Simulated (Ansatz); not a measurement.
# LiPtF3 (built on the sites of a database entry of KPdF3): following an unstable mode, part 2 of 3

Wanted: the energy along a soft mode of LiPtF3 (built on the sites of a database entry of KPdF3) and the structure at the end.

Ansatz 0.2.0; DFT LDA, scalar-relativistic, plane waves, PAW.

So far, highest frequency on the path or at a solved wavevector (cm⁻¹): step 2 (the dispersion) 510. Also lowest frequency on the path (cm⁻¹): step 2 -225.

The structure was built from a prototype and need not be the compound's stable phase.

## (4) The mode frozen in, largest atomic shift 0.6 Å

The atoms are moved along the unstable eigenvector, the largest shift by 0.6 Å, with the cell fixed.

Contents of input.yaml:

```yaml
crystal:
  lattice:
    - [4.2088759491, 0.0, 0.0]
    - [0.0, 4.2088759491, 0.0]
    - [0.0, 0.0, 4.2088759491]
  atoms:
    - { symbol: Li, position: [0.4176953263, 0.5823046737, 0.5823046737] }
    - { symbol: Pt, position: [7.22201e-05, -7.22201e-05, -7.22201e-05] }
    - { symbol: F, position: [0.014614832, 0.4999058604, -0.014614832] }
    - { symbol: F, position: [0.014614832, -0.014614832, 0.4999058604] }
    - { symbol: F, position: [0.5000941396, -0.014614832, -0.014614832] }
kpoints:
  mp_grid: { grid: [8, 8, 8] }
hamiltonian:
  xc: lda
scf:
  occupations: { method: methfessel_paxton, width: 0.2 }
output:
  forces: true
  stress: true
  eigenvalues: true
```

The run is started by

```console
> ansatz run input.yaml --threads 8 --pin off --max-ram 14336MiB --backend cpu --events-out ev --progress --plain --runs-dir out
```

Numbers of over 12 decimals in the logs are rounded to 6 here.

The log of the run:

```text
[...]
Crystal: 5 atoms, lattice volume = 74.559 Å³
Basis set: ecut = 420 eV, 1419 PW (Γ)
Bands: 26, of which v1, the nominal top of the filled ones, is band 21 counted from 1 (20 counted from 0)
Symmetry: 6 space group operations
[...]
k-points: 65 of 512 (time reversal used)
[...]
k-point 0: bands = [... 17 lower, 3.6929, 3.6929, 3.6962, 4.7910, 4.7910, 6.2045, 11.2615, 13.1019, ... 1 higher]
  k-point 1: bands = [... 17 lower, 3.6963, 3.8393, 3.8664, 4.7931, 5.1384, 6.4730, 11.2724, 12.7443, ... 1 higher]
  k-point 2: bands = [... 17 lower, 3.7041, 4.1978, 4.2473, 4.7980, 5.6022, 7.3062, 11.0055, 12.5095, ... 1 higher]
  k-point 64: bands = [... 17 lower, 5.2740, 5.3257, 5.3257, 8.2448, 8.2448, 10.4734, 12.1902, 12.1902, ... 1 higher]
[key lines of the parts left out:]
SCF converged after 7 iterations
Free energy (F): -14825.797262 eV
Fermi energy:    6.289860 eV
P = ⅓ Tr σ = 0.2532 GPa (2.532 kbar)
```

Wall time 2.6 s (8 threads of Arm Neoverse N1, shared host); peak memory 0.51 GiB; 18 s of CPU time.

Numbers from this step:

* pressure: 0.2532 GPa
* energy from the undistorted cell: -50.26 meV/atom

The energy, extrapolated to zero smearing, is -50.26 meV/atom against the undistorted cell.

The run ends at a pressure of 0.25 GPa, with forces up to 0.67 eV/Å.

## (5) Energy along the mode, all amplitudes (two of the runs are shown above)

An imaginary frequency means negative curvature, so the energy should fall and then rise again as anharmonic terms take over.

Numbers from this step:

| Quantity | Value |
| --- | --- |
| depth at the lowest point sampled | 50.26 meV/atom |
| largest atomic shift at that point | 0.6 Å |

Table of energy from the parent by largest atomic shift:

```
largest atomic shift (Å)  energy from the parent (meV/atom)
                   0.000                                  0
                   0.040                             -0.232
                   0.080                             -0.926
                   0.140                              -2.83
                   0.220                              -6.99
                   0.320                              -14.7
                   0.450                              -28.8
                   0.600                              -50.3
```

Displacement at unit largest shift by atom:

```
atom   x (Å)   y (Å)   z (Å)   size
 Li1  -0.577   0.577   0.577  0.999
 Pt2   0.001  -0.001  -0.001  0.002
  F3   0.103  -0.001  -0.103  0.146
  F4   0.103  -0.103  -0.001  0.146
  F5   0.001  -0.103  -0.103  0.146
```

The lowest of the steps tried is the last one, at 0.6 Å, 50.3 meV/atom below the parent; the bottom of the well need not coincide with a step.

## (6) Relaxing from the distorted cell

Starting from the lowest point found, all atoms and the cell are let go, so that strain and other modes of the same symmetry can join in.

input.yaml: that of step 4 with these lines changed.

```diff
@@ -21 +21,6 @@
   eigenvalues: true
+relax:
+  adjacent_minimum: "off"
+  f_tol: 0.002
+  max_steps: 120
+  cell: { stress_tol: 0.03 }
```

The log of the run:

```text
[...]
Crystal: 5 atoms, lattice volume = 74.559 Å³
Basis set: ecut = 420 eV, 1419 PW (Γ)
Bands: 26, of which v1, the nominal top of the filled ones, is band 21 counted from 1 (20 counted from 0)
Symmetry: 6 space group operations
[...]
k-points: 65 of 512 (time reversal used)
[...]
SCF iter   1: F=—  HF=-14825.840961 eV  |F-HF|=—  |Δ(HF+E_count)|=         —  Δρ=1.69e-2  dr2=1.44e-1  ethr=1.77e-3  ⟨swp⟩=5.4  Hψ=6616  notcnv=0
[...]
SCF iter   7: F=-14825.797262 eV  HF=-14825.797262 eV  |F-HF|=2.82e-9  |Δ(HF+E_count)|=   3.33e-8  S|Δr|=    0.00e0  Δρ=2.69e-6  dr2=2.40e-9  ethr=2.38e-10  ⟨swp⟩=5.9  Hψ=6419  notcnv=0
SCF 1 converged in 7 iterations: F = -14825.797262 eV  dr2 = 2.40e-9
[...]
relax step   1: F+E_penalty+E_count = -14825.79726159 eV  Δ(F+E_penalty+E_count) = +0.000e0 eV  max|allowed force component| = 3.866e-1 eV/Å  Δτ_max = 0.0000 Å  P = +0.253 GPa  Ω = 74.559 Å³  (7 SCF iters, dr2 threshold 1.00e-7 eV, accepted)
Crystal: 5 atoms, lattice volume = 75.451 Å³
Basis set: ecut = 420 eV, 1437 PW (Γ)
[...]
SCF iter   7: F=-14825.972015 eV  HF=-14825.972014 eV  |F-HF|=1.45e-8  |Δ(HF+E_count)|=   1.49e-7  S|Δr|=    0.00e0  Δρ=9.87e-6  dr2=3.23e-8  ethr=1.19e-9  ⟨swp⟩=5.4  Hψ=6646  notcnv=0
SCF 2 converged in 7 iterations: F = -14825.972015 eV  dr2 = 3.23e-8
[...]
relax step   2: F+E_penalty+E_count = -14825.97201450 eV  Δ(F+E_penalty+E_count) = -1.748e-1 eV  max|allowed force component| = 4.263e-1 eV/Å  Δτ_max = 0.1930 Å  P = -0.546 GPa  Ω = 75.451 Å³  energy of the carried Pulay correction = -3.938e-3 eV  (7 SCF iters, dr2 threshold 5.00e-7 eV, accepted)
Crystal: 5 atoms, lattice volume = 76.146 Å³
Basis set: ecut = 420 eV, 1443 PW (Γ)
[...]
SCF iter   7: F=-14826.110179 eV  HF=-14826.110179 eV  |F-HF|=1.13e-8  |Δ(HF+E_count)|=   8.36e-9  S|Δr|=    0.00e0  Δρ=7.30e-6  dr2=1.70e-8  ethr=1.19e-9  ⟨swp⟩=5.2  Hψ=6543  notcnv=0
SCF 3 converged in 7 iterations: F = -14826.110179 eV  dr2 = 1.70e-8
relax step   3: F+E_penalty+E_count = -14826.11017927 eV  Δ(F+E_penalty+E_count) = -1.382e-1 eV  max|allowed force component| = 3.909e-1 eV/Å  Δτ_max = 0.1431 Å  P = -1.094 GPa  Ω = 76.146 Å³  energy of the carried Pulay correction = -6.973e-3 eV  (7 SCF iters, dr2 threshold 5.00e-7 eV, accepted)
[... from here on, the SCF cycles and remarks between the steps are left out ...]
relax step   4: F+E_penalty+E_count = -14826.28005067 eV  Δ(F+E_penalty+E_count) = -1.699e-1 eV  max|allowed force component| = 9.594e-2 eV/Å  Δτ_max = 0.1950 Å  P = +1.485 GPa  Ω = 75.026 Å³  energy of the carried Pulay correction = -2.067e-3 eV  (7 SCF iters, dr2 threshold 5.00e-7 eV, accepted)
relax step   5: F+E_penalty+E_count = -14826.28213777 eV  Δ(F+E_penalty+E_count) = -2.087e-3 eV  max|allowed force component| = 1.824e-1 eV/Å  Δτ_max = 0.1400 Å  P = -1.041 GPa  Ω = 77.409 Å³  energy of the carried Pulay correction = -1.242e-2 eV  (7 SCF iters, dr2 threshold 5.00e-7 eV, accepted)
relax step   6: F+E_penalty+E_count = -14826.30326838 eV  Δ(F+E_penalty+E_count) = -2.113e-2 eV  max|allowed force component| = 3.902e-2 eV/Å  Δτ_max = 0.0688 Å  P = -0.551 GPa  Ω = 76.411 Å³  energy of the carried Pulay correction = -8.121e-3 eV  (6 SCF iters, dr2 threshold 5.00e-7 eV, accepted)
relax step   7: F+E_penalty+E_count = -14826.30584799 eV  Δ(F+E_penalty+E_count) = -2.580e-3 eV  max|allowed force component| = 4.573e-2 eV/Å  Δτ_max = 0.0067 Å  P = -0.496 GPa  Ω = 76.183 Å³  energy of the carried Pulay correction = -7.134e-3 eV  (6 SCF iters, dr2 threshold 5.00e-7 eV, accepted)
relax step   8: F+E_penalty+E_count = -14826.30920568 eV  Δ(F+E_penalty+E_count) = -3.358e-3 eV  max|allowed force component| = 2.311e-3 eV/Å  Δτ_max = 0.0139 Å  P = +0.217 GPa  Ω = 75.684 Å³  energy of the carried Pulay correction = -4.959e-3 eV  (6 SCF iters, dr2 threshold 5.00e-7 eV, accepted)
relax step   9: F+E_penalty+E_count = -14826.30882927 eV  Δ(F+E_penalty+E_count) = +3.764e-4 eV  max|allowed force component| = 7.719e-3 eV/Å  Δτ_max = 0.0025 Å  P = +0.009 GPa  Ω = 75.794 Å³  energy of the carried Pulay correction = -5.440e-3 eV  (5 SCF iters, dr2 threshold 2.11e-7 eV, accepted)
relax step  10: F+E_penalty+E_count = -14826.30872982 eV  Δ(F+E_penalty+E_count) = +9.945e-5 eV  max|allowed force component| = 9.878e-5 eV/Å  Δτ_max = 0.0013 Å  P = -0.000 GPa  Ω = 75.821 Å³  energy of the carried Pulay correction = -5.556e-3 eV  (6 SCF iters, dr2 threshold 3.72e-9 eV, accepted)
relax step  11: F+E_penalty+E_count = -14826.34650645 eV  Δ(F+E_penalty+E_count) = -3.778e-2 eV  max|allowed force component| = 2.446e-3 eV/Å  Δτ_max = 0.0000 Å  P = +0.684 GPa  Ω = 75.821 Å³  stress off target by 2.00e0 GPa  SCF on the basis re-selected at this cell (its energy is not comparable with the rows above)  (7 SCF iters)
relax step  12: F+E_penalty+E_count = -14826.37050276 eV  Δ(F+E_penalty+E_count) = -2.400e-2 eV  max|allowed force component| = 7.569e-2 eV/Å  Δτ_max = 0.0270 Å  P = +0.368 GPa  Ω = 75.412 Å³  energy of the carried Pulay correction = +2.192e-3 eV  (6 SCF iters, dr2 threshold 5.00e-7 eV, accepted)
relax step  13: F+E_penalty+E_count = -14826.37263033 eV  Δ(F+E_penalty+E_count) = -2.128e-3 eV  max|allowed force component| = 1.194e-1 eV/Å  Δτ_max = 0.0136 Å  P = -0.080 GPa  Ω = 75.334 Å³  energy of the carried Pulay correction = +2.706e-3 eV  (6 SCF iters, dr2 threshold 5.00e-7 eV, accepted)
relax step  14: F+E_penalty+E_count = -14826.37391490 eV  Δ(F+E_penalty+E_count) = -1.285e-3 eV  max|allowed force component| = 1.825e-3 eV/Å  Δτ_max = 0.0051 Å  P = -0.022 GPa  Ω = 75.312 Å³  energy of the carried Pulay correction = +2.785e-3 eV  (5 SCF iters, dr2 threshold 5.00e-7 eV, accepted)
relax step  15: F+E_penalty+E_count = -14826.37994975 eV  Δ(F+E_penalty+E_count) = -6.035e-3 eV  max|allowed force component| = 2.375e-3 eV/Å  Δτ_max = 0.0000 Å  P = +0.079 GPa  Ω = 75.312 Å³  stress off target by 6.28e-1 GPa  SCF on the basis re-selected at this cell (its energy is not comparable with the rows above)  (7 SCF iters)
relax step  16: F+E_penalty+E_count = -14826.38576087 eV  Δ(F+E_penalty+E_count) = -5.811e-3 eV  max|allowed force component| = 2.834e-2 eV/Å  Δτ_max = 0.0154 Å  P = -0.057 GPa  Ω = 74.839 Å³  energy of the carried Pulay correction = +2.464e-3 eV  (6 SCF iters, dr2 threshold 5.00e-7 eV, accepted)
relax step  17: F+E_penalty+E_count = -14826.38599269 eV  Δ(F+E_penalty+E_count) = -2.318e-4 eV  max|allowed force component| = 2.576e-3 eV/Å  Δτ_max = 0.0051 Å  P = +0.027 GPa  Ω = 74.820 Å³  energy of the carried Pulay correction = +2.506e-3 eV  (6 SCF iters, dr2 threshold 5.02e-8 eV, accepted)
relax step  18: F+E_penalty+E_count = -14826.38579029 eV  Δ(F+E_penalty+E_count) = +2.024e-4 eV  max|allowed force component| = 2.677e-3 eV/Å  Δτ_max = 0.0006 Å  P = -0.017 GPa  Ω = 74.863 Å³  energy of the carried Pulay correction = +2.303e-3 eV  (5 SCF iters, dr2 threshold 2.54e-9 eV, accepted)
relax step  19: F+E_penalty+E_count = -14826.38585571 eV  Δ(F+E_penalty+E_count) = -6.542e-5 eV  max|allowed force component| = 7.859e-5 eV/Å  Δτ_max = 0.0005 Å  P = -0.001 GPa  Ω = 74.850 Å³  energy of the carried Pulay correction = +2.364e-3 eV  (6 SCF iters, dr2 threshold 4.48e-10 eV, accepted)
relax step  20: F+E_penalty+E_count = -14826.38458488 eV  Δ(F+E_penalty+E_count) = +1.271e-3 eV  max|allowed force component| = 4.862e-4 eV/Å  Δτ_max = 0.0000 Å  P = -0.035 GPa  Ω = 74.850 Å³  stress off target by 1.31e-1 GPa  SCF on the basis re-selected at this cell (its energy is not comparable with the rows above)  (6 SCF iters)
relax step  21: F+E_penalty+E_count = -14826.38584232 eV  Δ(F+E_penalty+E_count) = -1.257e-3 eV  max|allowed force component| = 7.061e-4 eV/Å  Δτ_max = 0.0026 Å  P = -0.004 GPa  Ω = 74.669 Å³  energy of the carried Pulay correction = +9.084e-4 eV  (6 SCF iters, dr2 threshold 4.32e-8 eV, accepted)
relax step  22: F+E_penalty+E_count = -14826.38508150 eV  Δ(F+E_penalty+E_count) = +7.608e-4 eV  max|allowed force component| = 8.226e-4 eV/Å  Δτ_max = 0.0000 Å  P = -0.017 GPa  Ω = 74.669 Å³  stress off target by 4.96e-2 GPa  SCF on the basis re-selected at this cell (its energy is not comparable with the rows above)  (6 SCF iters)
relax step  23: F+E_penalty+E_count = -14826.38502083 eV  Δ(F+E_penalty+E_count) = +6.067e-5 eV  max|allowed force component| = 8.605e-2 eV/Å  Δτ_max = 0.0033 Å  P = -0.046 GPa  Ω = 74.579 Å³  energy of the carried Pulay correction = +4.500e-4 eV  (6 SCF iters, dr2 threshold 6.14e-9 eV, rejected (line search))
relax step  24: F+E_penalty+E_count = -14826.38540194 eV  Δ(F+E_penalty+E_count) = -3.204e-4 eV  max|allowed force component| = 3.090e-4 eV/Å  Δτ_max = 0.0007 Å  P = -0.001 GPa  Ω = 74.613 Å³  energy of the carried Pulay correction = +2.745e-4 eV  (8 SCF iters, accepted)
relax step  25: F+E_penalty+E_count = -14826.38558313 eV  Δ(F+E_penalty+E_count) = -1.812e-4 eV  max|allowed force component| = 9.630e-5 eV/Å  Δτ_max = 0.0005 Å  P = -0.002 GPa  Ω = 74.579 Å³  energy of the carried Pulay correction = +4.447e-4 eV  (6 SCF iters, dr2 threshold 2.33e-9 eV, accepted)
[...]
SCF iter   6: F=-14826.385056 eV  HF=-14826.385056 eV  |F-HF|=1.09e-11  |Δ(HF+E_count)|=  3.64e-12  S|Δr|=    0.00e0  Δρ=6.76e-8  dr2=1.03e-12  ethr=1.00e-12  ⟨swp⟩=5.0  Hψ=6922  notcnv=0
SCF 26 converged in 6 iterations: F = -14826.385056 eV  dr2 = 1.03e-12
relax step  26: F+E_penalty+E_count = -14826.38505564 eV  Δ(F+E_penalty+E_count) = +5.275e-4 eV  max|allowed force component| = 1.586e-4 eV/Å  Δτ_max = 0.0000 Å  P = -0.005 GPa  Ω = 74.579 Å³  stress off target by 1.47e-2 GPa  SCF on the basis re-selected at this cell (its energy is not comparable with the rows above)  (6 SCF iters)
[...]
SCF converged after 6 iterations
[...]
Free energy (F): -14826.385056 eV
[...]
Internal energy: -14826.387188 eV  (E = F + TS)
E sigma→0 (E₀):  -14826.385589 eV
Entropy (-TS):   0.002133 eV (0.427 meV/atom)
Fermi energy:    5.422115 eV
[...]
--- Forces (eV/Å), atoms counted from 1 ---
  atom   1  Li    -0.00002952     0.00002952     0.00002952
  atom   2  Pt     0.00002608    -0.00002608    -0.00002608
  atom   3  F     -0.00007713    -0.00015880     0.00007713
  atom   4  F     -0.00007713     0.00007713    -0.00015880
  atom   5  F      0.00015880     0.00007713     0.00007713
  max |Σ_I F_I| component: 1.09e-6 eV/Å
--- Stress (GPa, compression-positive) ---
       -0.005386      -0.009354      -0.009354
       -0.009354      -0.005386       0.009354
       -0.009354       0.009354      -0.005386
  P = ⅓ Tr σ = -0.0054 GPa (-0.054 kbar)
--- Band table (eV; the first three rows and the last of 65) ---
  k-point 0: bands = [... 17 lower, 2.8801, 3.0883, 3.0883, 3.9673, 3.9673, 6.0415, 11.1619, 13.5099, ... 1 higher]
  k-point 1: bands = [... 17 lower, 2.9522, 3.1231, 3.2448, 3.9717, 4.3015, 6.3127, 11.0996, 13.2060, ... 1 higher]
  k-point 2: bands = [... 17 lower, 3.0236, 3.3685, 3.5809, 3.9867, 4.7689, 7.1237, 10.7664, 12.9926, ... 1 higher]
  k-point 64: bands = [... 17 lower, 4.3956, 4.4518, 4.4518, 7.1676, 7.1676, 10.3877, 11.5153, 12.6678, ... 1 higher]
--- Relaxed structure (21 steps of the walk, 20 accepted, 5 SCFs on fresh bases) ---
  F+E_penalty+E_count = -14826.38505564 eV   max|allowed force component| = 1.586e-4 eV/Å   (the final SCF, on the basis selected at the relaxed cell)
  cell:  # Å, volume = 74.5794 Å³
    - [4.235775, -0.343453, -0.343453]
    - [-0.343453, 4.235775, 0.343453]
    - [-0.343453, 0.343453, 4.235775]
  atoms:
    - { symbol: Li, position: [0.327121, 0.672879, 0.672879] }
    - { symbol: Pt, position: [0.021681, -0.021681, -0.021681] }
    - { symbol: F, position: [0.039861, 0.481432, -0.039861] }
    - { symbol: F, position: [0.039861, -0.039861, 0.481432] }
    - { symbol: F, position: [0.518568, -0.039861, -0.039861] }
```

Elapsed: 78 s, on 8 threads; peak memory 0.59 GiB.

The steps of the relaxation (22 of 26):

```
step  energy less that of the first step (eV)  largest force component (eV/Å)  pressure (GPa)  volume (Å³)
   1                                   0.0000                          0.3866            0.25        74.56
   2                                  -0.1748                          0.4263           -0.55        75.45
   3                                  -0.3129                          0.3909           -1.09        76.15
   5                                  -0.4849                          0.1824           -1.04        77.41
   6                                  -0.5060                          0.0390           -0.55        76.41
   7                                  -0.5086                          0.0457           -0.50        76.18
   8                                  -0.5119                          0.0023            0.22        75.68
   9                                  -0.5116                          0.0077            0.01        75.79
 11*                                  -0.5492                          0.0024            0.68        75.82
  12                                  -0.5732                          0.0757            0.37        75.41
  13                                  -0.5754                          0.1194           -0.08        75.33
  14                                  -0.5767                          0.0018           -0.02        75.31
 15*                                  -0.5827                          0.0024            0.08        75.31
  16                                  -0.5885                          0.0283           -0.06        74.84
  18                                  -0.5885                          0.0027           -0.02        74.86
  19                                  -0.5886                          0.0001            0.00        74.85
 20*                                  -0.5873                          0.0005           -0.03        74.85
  21                                  -0.5886                          0.0007            0.00        74.67
 22*                                  -0.5878                          0.0008           -0.02        74.67
  24                                  -0.5881                          0.0003            0.00        74.61
  25                                  -0.5883                          0.0001            0.00        74.58
 26*                                  -0.5878                          0.0002           -0.01        74.58
```

Relaxation steps marked * repeat the geometry before them on a plane-wave basis chosen anew for their cell, so energy and pressure can jump there. Other such steps can lie between the rows shown. Relaxation step 23 was tried and not accepted.

Forces are held to the 6 operations that the run works with; a distortion that breaks them can't arise in this run.

```
     cell as run  before  after   change
           a (Å)   4.209  4.264   +1.3 %
           b (Å)   4.209  4.264   +1.3 %
           c (Å)   4.209  4.264   +1.3 %
           α (°)   90.00  80.41  -10.7 %
           β (°)   90.00  99.59  +10.7 %
           γ (°)   90.00  99.59  +10.7 %
volume (Å³/atom)   14.91  14.92   +0.0 %
```

The atoms that moved most (Å, as changes of fractional coordinates times the final cell):

```
atom      dx      dy      dz  length
 Li1  -0.446   0.446   0.446   0.772
  F5   0.096  -0.122  -0.122   0.197
  F3   0.122  -0.096  -0.122   0.197
  F4   0.122  -0.122  -0.096   0.197
 Pt2   0.106  -0.106  -0.106   0.184
```

The relaxed structure:

```xyz
5
Lattice="4.2358 -0.3435 -0.3435 -0.3435 4.2358 0.3435 -0.3435 0.3435 4.2358" Properties=species:S:1:pos:R:3 pbc="T T T"
Li    0.9234    2.9689    2.9689
Pt    0.1067   -0.1067   -0.1067
F     0.0172    2.0119   -0.0172
F     0.0172   -0.0172    2.0119
F     2.2239   -0.3606   -0.3606
```

This step gave:

| Quantity | Value |
| --- | --- |
| pressure | -0.005386 GPa |
| volume per atom | 14.92 Å³ |

The distorted start has space group R3m; the relaxation ends in R3m.

[end of part 2 of 3]

[Logs are printed without paths, hosts, clocks, repeated set-up lines and the standing remarks that a program may print on its own settings, such as how far it seeks lower states.]

[Hosts, paths, dates, database ids (printed as entryN), source tags and the programs' standing remarks are cut or masked in the printed files.]
